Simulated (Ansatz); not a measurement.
**BaTi2Ga2: relaxing a made-up structure**

Starting from a made-up structure for BaTi2Ga2, the aim is the relaxed cell, its shortest contacts and, where a second run follows, its electronic structure.

Program: Ansatz 0.2.0. Level of theory: DFT, PBE, plane-wave PAW, files of the set soft_1, scalar-relativistic, no spin, cell and ions relaxed at zero pressure; PAW set soft_1, in the first sound run; inputs show where later runs differ. Results are calculated unless marked as measured.

**1. Starting point**

Symmetry: I4/mmm, No. 139, tetragonal system. Conventional cell: a = 4.233 Å, b = 4.233 Å, c = 10.874 Å, α = 90.00°, β = 90.00°, γ = 90.00°. Nearest to Ba lie 8 Ti at 3.31 Å and 8 Ga at 3.45 Å. Nearest to Ga lie 4 Ti at 2.49 Å and 4 Ga at 2.99 Å and 4 Ba at 3.45 Å. Nearest to Ti lie 4 Ga at 2.49 Å and 1 Ti at 2.83 Å and 4 Ba at 3.31 Å. Farther neighbours are not listed.

**2. Relaxation of the guess**

The guess takes its coordinates from another compound and its volume from a rule, so the cell and any free coordinates are relaxed together.

File input.yaml:

```yaml
crystal:
  lattice:
    - [-2.1165, 2.1165, 5.437]
    - [2.1165, -2.1165, 5.437]
    - [2.1165, 2.1165, -5.437]
  atoms:
    - { symbol: Ba, position: [0.0, 0.0, 0.0] }
    - { symbol: Ga, position: [0.25, 0.75, 0.5] }
    - { symbol: Ga, position: [0.75, 0.25, 0.5] }
    - { symbol: Ti, position: [0.6299, 0.6299, 0.0] }
    - { symbol: Ti, position: [0.3701, 0.3701, 0.0] }
kpoints:
  mp_grid: { grid: [9, 9, 9] }
scf:
  occupations: { method: fermi_dirac, width: 0.05 }
hamiltonian:
  xc: pbe
  pseudopotentials: { kind: paw, azcp: { folder: soft_1 } }
relax:
  f_tol: 0.015
  max_steps: 70
  cell: {}
output:
  forces: true
  stress: true
```

Launch:

```
> ansatz run input.yaml --threads 4 --pin off --max-ram 10240MiB --backend cpu --events-out ev --progress --plain --runs-dir out
```

Numbers of over 12 decimals in the logs are rounded to 6 here.

Output:

```text
basis.fft_grid_basis auto: the FFT boxes are laid along the combinations [[1, 0, 1], [0, 1, 1], [0, 0, 1]] of the cell's own vectors, 4.233, 4.233 and 6.206 Å long. The dense box has 30×30×45 points. Along the cell's own vectors, as sized, it would have 45×45×45, 2.25 times as many. Of the 16 symmetry operations that the crystal satisfies within crystal.symmetry.tolerance (time reversal apart; of a slab, those that k [...]
Engine: ansatz 0.2.0, x86_64-unknown-linux-gnu
Pseudopotentials: kind: paw
Pseudopotential: Ba, paw, valence charge 10, recommended cutoff 420 eV (normal), soft_1/Ba.paw.azcp
Pseudopotential: Ga, paw, valence charge 13, recommended cutoff 420 eV (normal), soft_1/Ga.paw.azcp
Pseudopotential: Ti, paw, valence charge 12, recommended cutoff 420 eV (normal), soft_1/Ti.paw.azcp
Functional definition: PBE
  parameter kappa = 0.804
  parameter beta = 0.066725
  exchange = pbe_x(kappa = kappa, mu = beta*pi^2/3)
  correlation = pbe_c(beta = beta)
Crystal: 5 atoms, lattice volume = 97.422 Å³
Basis set: ecut = 420 eV, 1915 PW (Γ), FFT grids on a1+a3, a2+a3, a3, exchange–correlation on 60×60×90 points (8 copies of the dense FFT grid, shifted against one another)
Bands: 36, of which v1, the nominal top of the filled ones, is band 30 counted from 1 (29 counted from 0)
Symmetry: 16 space group operations
Space group: I4/mmm (ITA 139), of the structure as read, at distance tolerance 4.6e-5 Å
k-points: 75 of 729
Non-local potential: Ba, projectors of the file, l = 0: 3, l = 1: 2, l = 2: 2, l = 3: 2
Non-local potential: Ga, projectors of the file, l = 0: 2, l = 1: 2, l = 2: 3, l = 3: 1
Non-local potential: Ti, projectors of the file, l = 0: 3, l = 1: 2, l = 2: 3, l = 3: 1
PAW form: soft (Blöchl's): semilocal exchange-correlation on the pseudo side does not see the compensation charge
PAW one-centre angular grid: Ba, 194 points (default); XC on 64 Gauss nodes
PAW one-centre angular grid: Ga, 590 points (default); XC on 64 Gauss nodes
PAW one-centre angular grid: Ti, 590 points (default); XC on 64 Gauss nodes
Initial density: superposition of atomic densities (chi_scale 0.1, normalization cell, long waves kept (reshape's long-wave potential 0.00 eV rms))
Initial wavefunctions: pseudopotential atomic-orbital guess
Functional: x = pbe(κ = 0.804, μ = 0.219515), c = pbe(β = 0.066725)
SCF iter   1: F=—  HF=-18515.219911 eV  |F-HF|=—  |Δ(HF+E_count)|=         —  Δρ=5.52e-2  dr2=6.83e0  ethr=3.10e-3  ⟨swp⟩=6.8  Hψ=10535  notcnv=0
preconditioner: auto → Kerker (q_TF=auto, 2.517 Å⁻¹)  [metal: Δε(μ)=0.015 eV  Ē_g=9.324 eV  σ=0.050 eV  W_gap=0.07  n_scr=32 (ndim 8)  ℏωp=24.4 eV  f_vac=0.000  D(μ)=4.30/eV (n_scr^D=32)]
SCF iter   2: F=—  HF=-18513.988977 eV  |F-HF|=—  |Δ(HF+E_count)|=    1.23e0  Δρ=2.46e-2  dr2=1.75e0  ethr=3.10e-3  ⟨swp⟩=2.7  Hψ=5439  notcnv=0
SCF iter   3: F=—  HF=-18513.690116 eV  |F-HF|=—  |Δ(HF+E_count)|=   2.99e-1  Δρ=1.38e-2  dr2=5.24e-1  ethr=2.91e-3  ⟨swp⟩=2.0  Hψ=4726  notcnv=0
SCF iter   4: F=—  HF=-18513.593327 eV  |F-HF|=—  |Δ(HF+E_count)|=   9.68e-2  Δρ=4.89e-3  dr2=2.07e-2  ethr=8.73e-4  ⟨swp⟩=2.8  Hψ=5121  notcnv=0
SCF iter   5: F=—  HF=-18513.597109 eV  |F-HF|=—  |Δ(HF+E_count)|=   3.78e-3  Δρ=1.55e-3  dr2=1.71e-3  ethr=3.45e-5  ⟨swp⟩=2.0  Hψ=4999  notcnv=0
SCF iter   6: F=—  HF=-18513.596735 eV  |F-HF|=—  |Δ(HF+E_count)|=   3.74e-4  Δρ=3.15e-4  dr2=8.12e-5  ethr=2.85e-6  ⟨swp⟩=2.1  Hψ=4200  notcnv=0
SCF iter   7: F=—  HF=-18513.596772 eV  |F-HF|=—  |Δ(HF+E_count)|=   3.74e-5  Δρ=1.05e-4  dr2=1.28e-5  ethr=1.35e-7  ⟨swp⟩=2.0  Hψ=4253  notcnv=0
SCF iter   8: F=—  HF=-18513.596772 eV  |F-HF|=—  |Δ(HF+E_count)|=   1.29e-7  Δρ=2.75e-5  dr2=5.53e-7  ethr=2.13e-8  ⟨swp⟩=2.0  Hψ=3380  notcnv=0
SCF iter   9: F=-18513.596772 eV  HF=-18513.596772 eV  |F-HF|=1.70e-8  |Δ(HF+E_count)|=   4.74e-8  Δρ=8.62e-6  dr2=8.41e-8  ethr=1.67e-10  ⟨swp⟩=4.0  Hψ=9702  notcnv=0
SCF 1 converged in 9 iterations: F = -18513.596772 eV  dr2 = 8.41e-8
  greatest PAW one-centre occupation: 0.999 electrons in one spin orbital (limit 2), on the Ti atom at site 4 (counted from 0), in its partial waves of l = 0
relax step   1: F+E_penalty+E_count = -18513.59677241 eV  Δ(F+E_penalty+E_count) = +0.000e0 eV  max|allowed force component| = 7.480e-1 eV/Å  Δτ_max = 0.0000 Å  P = +16.262 GPa  Ω = 97.422 Å³  (9 SCF iters, dr2 threshold 1.00e-7 eV, accepted)
Crystal: 5 atoms, lattice volume = 111.753 Å³
Basis set: ecut = 420 eV, 2187 PW (Γ), FFT grids on a1+a3, a2+a3, a3, exchange–correlation on 60×60×90 points (8 copies of the dense FFT grid, shifted against one another)
Initial density: handed on by an earlier stage of this run
Initial wavefunctions: those handed on with the density
iter 1 solved again at ethr=4.67e-4 eV; its pass at ethr=3.10e-3 eV (dr2=2.80e-1 eV) is discarded
SCF iter   1: F=—  HF=-18514.502911 eV  |F-HF|=—  |Δ(HF+E_count)|=         —  Δρ=9.18e-3  dr2=2.80e-1  ethr=4.67e-4  ⟨swp⟩=1.0  Hψ=15537  notcnv=0
preconditioner: auto → Kerker (q_TF=auto, 2.460 Å⁻¹)  [metal: Δε(μ)=0.014 eV  Ē_g=10.744 eV  σ=0.050 eV  W_gap=0.07  n_scr=32 (ndim 8)  ℏωp=22.8 eV  f_vac=0.000  D(μ)=4.76/eV (n_scr^D=32)]
SCF iter   2: F=—  HF=-18514.464967 eV  |F-HF|=—  |Δ(HF+E_count)|=   3.79e-2  Δρ=4.63e-3  dr2=9.15e-2  ethr=4.66e-4  ⟨swp⟩=2.5  Hψ=3545  notcnv=0
SCF iter   3: F=—  HF=-18514.449191 eV  |F-HF|=—  |Δ(HF+E_count)|=   1.58e-2  Δρ=2.36e-3  dr2=1.23e-2  ethr=1.53e-4  ⟨swp⟩=2.0  Hψ=4717  notcnv=0
SCF iter   4: F=—  HF=-18514.443747 eV  |F-HF|=—  |Δ(HF+E_count)|=   5.44e-3  Δρ=7.91e-4  dr2=7.79e-4  ethr=2.05e-5  ⟨swp⟩=2.0  Hψ=4636  notcnv=0
SCF iter   5: F=—  HF=-18514.443891 eV  |F-HF|=—  |Δ(HF+E_count)|=   1.44e-4  Δρ=2.13e-4  dr2=9.51e-5  ethr=1.30e-6  ⟨swp⟩=2.0  Hψ=4366  notcnv=0
SCF iter   6: F=—  HF=-18514.443842 eV  |F-HF|=—  |Δ(HF+E_count)|=   4.89e-5  Δρ=7.41e-5  dr2=9.25e-6  ethr=1.59e-7  ⟨swp⟩=2.4  Hψ=4785  notcnv=0
SCF iter   7: F=—  HF=-18514.443844 eV  |F-HF|=—  |Δ(HF+E_count)|=   2.03e-6  Δρ=3.13e-5  dr2=1.83e-6  ethr=1.54e-8  ⟨swp⟩=2.0  Hψ=4408  notcnv=0
SCF iter   8: F=-18514.443844 eV  HF=-18514.443844 eV  |F-HF|=4.18e-8  |Δ(HF+E_count)|=   1.32e-7  Δρ=9.90e-6  dr2=9.18e-8  ethr=8.33e-10  ⟨swp⟩=5.0  Hψ=10519  notcnv=0
SCF 2 converged in 8 iterations: F = -18514.443844 eV  dr2 = 9.18e-8
relax step   2: F+E_penalty+E_count = -18514.44384377 eV  Δ(F+E_penalty+E_count) = -8.471e-1 eV  max|allowed force component| = 1.313e-1 eV/Å  Δτ_max = 0.0359 Å  P = +4.619 GPa  Ω = 111.753 Å³  energy of the carried Pulay correction = -3.525e-3 eV  (8 SCF iters, dr2 threshold 5.00e-7 eV, accepted)
Crystal: 5 atoms, lattice volume = 119.944 Å³
[...]
SCF iter   2: F=—  HF=-18514.631563 eV  |F-HF|=—  |Δ(HF+E_count)|=   1.68e-2  Δρ=3.20e-3  dr2=5.06e-2  ethr=2.12e-4  ⟨swp⟩=2.1  Hψ=2955  notcnv=0
SCF iter   3: F=—  HF=-18514.624066 eV  |F-HF|=—  |Δ(HF+E_count)|=   7.50e-3  Δρ=1.60e-3  dr2=4.07e-3  ethr=8.44e-5  ⟨swp⟩=2.0  Hψ=4589  notcnv=0
SCF iter   4: F=—  HF=-18514.621212 eV  |F-HF|=—  |Δ(HF+E_count)|=   2.85e-3  Δρ=5.48e-4  dr2=4.10e-4  ethr=6.78e-6  ⟨swp⟩=2.6  Hψ=5026  notcnv=0
SCF iter   5: F=—  HF=-18514.621235 eV  |F-HF|=—  |Δ(HF+E_count)|=   2.33e-5  Δρ=2.19e-4  dr2=1.04e-4  ethr=6.83e-7  ⟨swp⟩=2.0  Hψ=4136  notcnv=0
SCF iter   6: F=—  HF=-18514.621216 eV  |F-HF|=—  |Δ(HF+E_count)|=   1.90e-5  Δρ=6.49e-5  dr2=6.91e-6  ethr=1.74e-7  ⟨swp⟩=2.0  Hψ=3794  notcnv=0
SCF iter   7: F=—  HF=-18514.621218 eV  |F-HF|=—  |Δ(HF+E_count)|=   1.77e-6  Δρ=3.16e-5  dr2=1.51e-6  ethr=1.15e-8  ⟨swp⟩=2.0  Hψ=4634  notcnv=0
SCF iter   8: F=-18514.621218 eV  HF=-18514.621218 eV  |F-HF|=3.24e-8  |Δ(HF+E_count)|=   1.32e-8  Δρ=9.71e-6  dr2=1.24e-7  ethr=8.33e-10  ⟨swp⟩=5.0  Hψ=10834  notcnv=0
SCF 3 converged in 8 iterations: F = -18514.621218 eV  dr2 = 1.24e-7
relax step   3: F+E_penalty+E_count = -18514.62121791 eV  Δ(F+E_penalty+E_count) = -1.774e-1 eV  max|allowed force component| = 2.474e-1 eV/Å  Δτ_max = 0.0371 Å  P = +0.621 GPa  Ω = 119.944 Å³  energy of the carried Pulay correction = -5.333e-3 eV  (8 SCF iters, dr2 threshold 5.00e-7 eV, accepted)
[... from here on, the SCF cycles and remarks between the steps are left out ...]
relax step   4: F+E_penalty+E_count = -18514.70388115 eV  Δ(F+E_penalty+E_count) = -8.266e-2 eV  max|allowed force component| = 3.054e-1 eV/Å  Δτ_max = 0.1126 Å  P = -1.296 GPa  Ω = 126.151 Å³  energy of the carried Pulay correction = -6.616e-3 eV  (8 SCF iters, dr2 threshold 5.00e-7 eV, accepted)
relax step   5: F+E_penalty+E_count = -18514.74855943 eV  Δ(F+E_penalty+E_count) = -4.468e-2 eV  max|allowed force component| = 1.485e-1 eV/Å  Δτ_max = 0.1387 Å  P = -1.607 GPa  Ω = 128.893 Å³  energy of the carried Pulay correction = -7.161e-3 eV  (8 SCF iters, dr2 threshold 5.00e-7 eV, accepted)
relax step   6: F+E_penalty+E_count = -18514.76688995 eV  Δ(F+E_penalty+E_count) = -1.833e-2 eV  max|allowed force component| = 1.035e-2 eV/Å  Δτ_max = 0.0207 Å  P = -0.319 GPa  Ω = 126.773 Å³  energy of the carried Pulay correction = -6.741e-3 eV  (7 SCF iters, dr2 threshold 5.00e-7 eV, accepted)
relax step   7: F+E_penalty+E_count = -18514.76789101 eV  Δ(F+E_penalty+E_count) = -1.001e-3 eV  max|allowed force component| = 8.361e-3 eV/Å  Δτ_max = 0.0007 Å  P = -0.048 GPa  Ω = 126.153 Å³  energy of the carried Pulay correction = -6.616e-3 eV  (6 SCF iters, dr2 threshold 4.28e-7 eV, accepted)
relax step   8: F+E_penalty+E_count = -18514.76805195 eV  Δ(F+E_penalty+E_count) = -1.609e-4 eV  max|allowed force component| = 1.358e-3 eV/Å  Δτ_max = 0.0057 Å  P = +0.008 GPa  Ω = 125.878 Å³  energy of the carried Pulay correction = -6.561e-3 eV  (7 SCF iters, dr2 threshold 2.54e-8 eV, accepted)
relax step   9: F+E_penalty+E_count = -18514.79280059 eV  Δ(F+E_penalty+E_count) = -2.475e-2 eV  max|allowed force component| = 1.976e-3 eV/Å  Δτ_max = 0.0000 Å  P = +0.400 GPa  Ω = 125.878 Å³  stress off target by 5.67e-1 GPa  SCF on the basis re-selected at this cell (its energy is not comparable with the rows above)  (9 SCF iters)
relax step  10: F+E_penalty+E_count = -18514.79537194 eV  Δ(F+E_penalty+E_count) = -2.571e-3 eV  max|allowed force component| = 4.244e-3 eV/Å  Δτ_max = 0.0194 Å  P = +0.013 GPa  Ω = 127.062 Å³  energy of the carried Pulay correction = -2.023e-4 eV  (7 SCF iters, dr2 threshold 5.00e-7 eV, accepted)
iter 1 solved again at ethr=2.18e-7 eV; its pass at ethr=3.10e-3 eV (dr2=1.31e-4 eV) is discarded
SCF iter   1: F=—  HF=-18514.795296 eV  |F-HF|=—  |Δ(HF+E_count)|=         —  Δρ=1.77e-4  dr2=9.22e-7  ethr=2.18e-7  ⟨swp⟩=3.0  Hψ=16655  notcnv=0
preconditioner: auto → Kerker (q_TF=auto, 2.408 Å⁻¹)  [metal: Δε(μ)=0.013 eV  Ē_g=10.304 eV  σ=0.050 eV  W_gap=0.07  n_scr=32 (ndim 8)  ℏωp=21.3 eV  f_vac=0.000  D(μ)=3.86/eV (n_scr^D=32)]
SCF iter   2: F=—  HF=-18514.795496 eV  |F-HF|=—  |Δ(HF+E_count)|=   2.00e-4  Δρ=9.04e-5  dr2=3.02e-7  ethr=1.54e-9  ⟨swp⟩=2.0  Hψ=4090  notcnv=0
SCF iter   3: F=—  HF=-18514.795564 eV  |F-HF|=—  |Δ(HF+E_count)|=   6.82e-5  Δρ=1.16e-5  dr2=1.79e-8  ethr=5.03e-10  ⟨swp⟩=2.1  Hψ=3981  notcnv=0
SCF iter   4: F=—  HF=-18514.795565 eV  |F-HF|=—  |Δ(HF+E_count)|=   1.00e-6  Δρ=2.13e-6  dr2=3.46e-9  ethr=2.98e-11  ⟨swp⟩=2.0  Hψ=4257  notcnv=0
SCF iter   5: F=—  HF=-18514.795565 eV  |F-HF|=—  |Δ(HF+E_count)|=   2.44e-8  Δρ=6.76e-7  dr2=8.85e-10  ethr=5.76e-12  ⟨swp⟩=2.0  Hψ=4256  notcnv=0
SCF iter   6: F=—  HF=-18514.795565 eV  |F-HF|=—  |Δ(HF+E_count)|=  2.51e-10  Δρ=3.14e-7  dr2=2.26e-10  ethr=1.47e-12  ⟨swp⟩=3.0  Hψ=4992  notcnv=0
SCF iter   7: F=-18514.795565 eV  HF=-18514.795565 eV  |F-HF|=1.46e-11  |Δ(HF+E_count)|=  2.91e-11  Δρ=7.75e-8  dr2=1.40e-11  ethr=1.00e-12  ⟨swp⟩=3.0  Hψ=9559  notcnv=0
SCF 11 converged in 7 iterations: F = -18514.795565 eV  dr2 = 1.40e-11
relax step  11: F+E_penalty+E_count = -18514.79556504 eV  Δ(F+E_penalty+E_count) = -1.931e-4 eV  max|allowed force component| = 4.215e-3 eV/Å  Δτ_max = 0.0000 Å  P = +0.011 GPa  Ω = 127.062 Å³  stress off target by 1.68e-2 GPa  SCF on the basis re-selected at this cell (its energy is not comparable with the rows above)  (7 SCF iters)
basis re-selected at this cell: Δ(F+E_penalty+E_count) = -1.931e-4 eV, ΔP = -0.002 GPa vs the last step (what re-selecting the basis moved, of the pressure what is left beyond the Pulay correction that the steps carried, after the strain that the cell walked since its last selection, with what the two solves' SCF thresholds leave and, on support functions, any second-order correction that the steps lacked; it is no m [...]
SCF converged after 7 iterations
Free energy (F): -18514.795565 eV
Harris-Foulkes:  -18514.795565 eV  (|F-HF|=1.46e-11)
Internal energy: -18514.762966 eV  (E = F + TS)
E sigma→0 (E₀):  -18514.779265 eV
Entropy (-TS):   -0.032599 eV (-6.520 meV/atom)
Fermi energy:    8.973200 eV
--- Per-component energies (eV) ---
  E_band       = -541.674879
  E_kinetic    = 941.995823
  E_local      = -6182.469779  (includes V_loc(G=0)·N_el)
  E_nonlocal   = 23.897341
  E_hartree    = 3194.828209
  E_xc         = -556.236375
  E_vxc        = -529.406827  (∫ρ·V_xc dr)
  E_paw        = -11252.526967  (= ΣΔE_a)
  E_vpaw       = -1185.347207  (= ΣTr[D̂ρ^β])
  E_aug_tail   = -0.000554  (compensation charges beyond the density's cutoff)
  E_ewald      = -4684.250664
  E_smearing   = -0.032599  (= −TS)
  E_closure    = -0.000000  (closes the sum)
  Σ components = -18514.795565   (vs F -18514.795565, Δ=0.00e0)
--- Forces (eV/Å), atoms counted from 1 ---
  atom   1  Ba     0.00000000     0.00000000    -0.00000000
  atom   2  Ga     0.00000000     0.00000000     0.00000000
  atom   3  Ga     0.00000000     0.00000000     0.00000000
  atom   4  Ti     0.00000000    -0.00000000    -0.00421514
  atom   5  Ti    -0.00000000    -0.00000000     0.00421514
  max |Σ_I F_I| component: 2.78e-17 eV/Å
--- Stress (GPa, compression-positive) ---
        0.016801      -0.000000      -0.000000
       -0.000000       0.016801      -0.000000
       -0.000000      -0.000000       0.000632
  P = ⅓ Tr σ = 0.0114 GPa (0.114 kbar)
--- Relaxed structure (9 steps of the walk, 9 accepted, 2 SCFs on fresh bases) ---
  F+E_penalty+E_count = -18514.79556504 eV   max|allowed force component| = 4.215e-3 eV/Å   (the final SCF, on the basis selected at the relaxed cell)
  cell:  # Å, volume = 127.0622 Å³
    - [-2.420910, 2.420910, 5.419997]
    - [2.420910, -2.420910, 5.419997]
    - [2.420910, 2.420910, -5.419997]
  atoms:
    - { symbol: Ba, position: [-5.065060728551004e-19, -5.065060728551006e-19, 0] }
    - { symbol: Ga, position: [0.25, 0.750000, 0.500000] }
    - { symbol: Ga, position: [0.750000, 0.25, 0.500000] }
    - { symbol: Ti, position: [0.662954, 0.662954, 0] }
    - { symbol: Ti, position: [0.337046, 0.337046, 0] }
```

The job ended after 43 s (4 threads of Intel Xeon Platinum 8488C (Sapphire Rapids), shared host; peak memory 0.81 GiB; 2.4 min of CPU time).

Relaxation path:

```csv
step,energy less that of the first step (eV),largest force component (eV/Å),pressure (GPa),volume (Å³)
1,0.0000,0.7480,16.26,97.42
2,-0.8471,0.1313,4.62,111.75
3,-1.0244,0.2474,0.62,119.94
4,-1.1071,0.3054,-1.30,126.15
5,-1.1518,0.1485,-1.61,128.89
6,-1.1701,0.0103,-0.32,126.77
7,-1.1711,0.0084,-0.05,126.15
8,-1.1713,0.0014,0.01,125.88
9*,-1.1960,0.0020,0.40,125.88
10,-1.1986,0.0042,0.01,127.06
11*,-1.1988,0.0042,0.01,127.06
```

Relaxation steps marked * repeat the geometry before them on a plane-wave basis chosen anew for their cell, so energy and pressure can jump there.

The run keeps the 16 symmetry operations that it works with, so distortions that break them were not tested.

```csv
cell as run,before,after,change
a (Å),6.206,6.411,+3.3 %
b (Å),6.206,6.411,+3.3 %
c (Å),6.206,6.411,+3.3 %
α (°),140.12,135.63,-3.2 %
β (°),140.12,135.63,-3.2 %
γ (°),57.67,64.56,+12.0 %
volume (Å³/atom),19.48,25.41,+30.4 %
```

The atoms that moved most (Å, as changes of fractional coordinates times the final cell):

```csv
atom,dx,dy,dz,length
Ti5,0.000,0.000,-0.358,0.358
Ti4,0.000,0.000,0.358,0.358
```

Final coordinates:

```cif
data_structure
_symmetry_space_group_name_H-M 'P 1'
_symmetry_Int_Tables_number 1
_cell_length_a 6.4108
_cell_length_b 6.4108
_cell_length_c 6.4108
_cell_angle_alpha 135.626
_cell_angle_beta 135.626
_cell_angle_gamma 64.559
_cell_volume 127.06
loop_
_atom_site_label
_atom_site_type_symbol
_atom_site_fract_x
_atom_site_fract_y
_atom_site_fract_z
_atom_site_occupancy
Ba1 Ba 0.00000 0.00000 0.00000 1
Ga2 Ga 0.25000 0.75000 0.50000 1
Ga3 Ga 0.75000 0.25000 0.50000 1
Ti4 Ti 0.66295 0.66295 0.00000 1
Ti5 Ti 0.33705 0.33705 0.00000 1
```

Numbers from this step:

* free energy: -18514.7956 eV
* energy at zero smearing: -18514.7793 eV
* smearing term TS: 0.03260 eV
* Fermi energy: 8.973 eV
* electrons: 60
* symmetry operations: 16
* pressure: 0.01141 GPa

Shortest distances by pair of elements, guess and relaxed (not always the same contact):

```csv
pair,guess (Å),relaxed (Å)
Ga–Ti,2.487,2.598
Ga–Ga,2.993,3.424
Ti–Ti,2.825,3.533
Ba–Ga,3.445,3.634
Ba–Ti,3.310,3.654
```

The relaxation ends with a largest force component of 0.0042 eV/Å and a pressure of 0.01 GPa.

(Part 1 of 2 ends here.)

[Logs are printed without paths, hosts, clocks, repeated set-up lines and the standing remarks that a program may print on its own settings, such as how far it seeks lower states.]

[Hosts, paths, dates, database ids (printed as entryN), source tags and the programs' standing remarks are cut or masked in the printed files.]
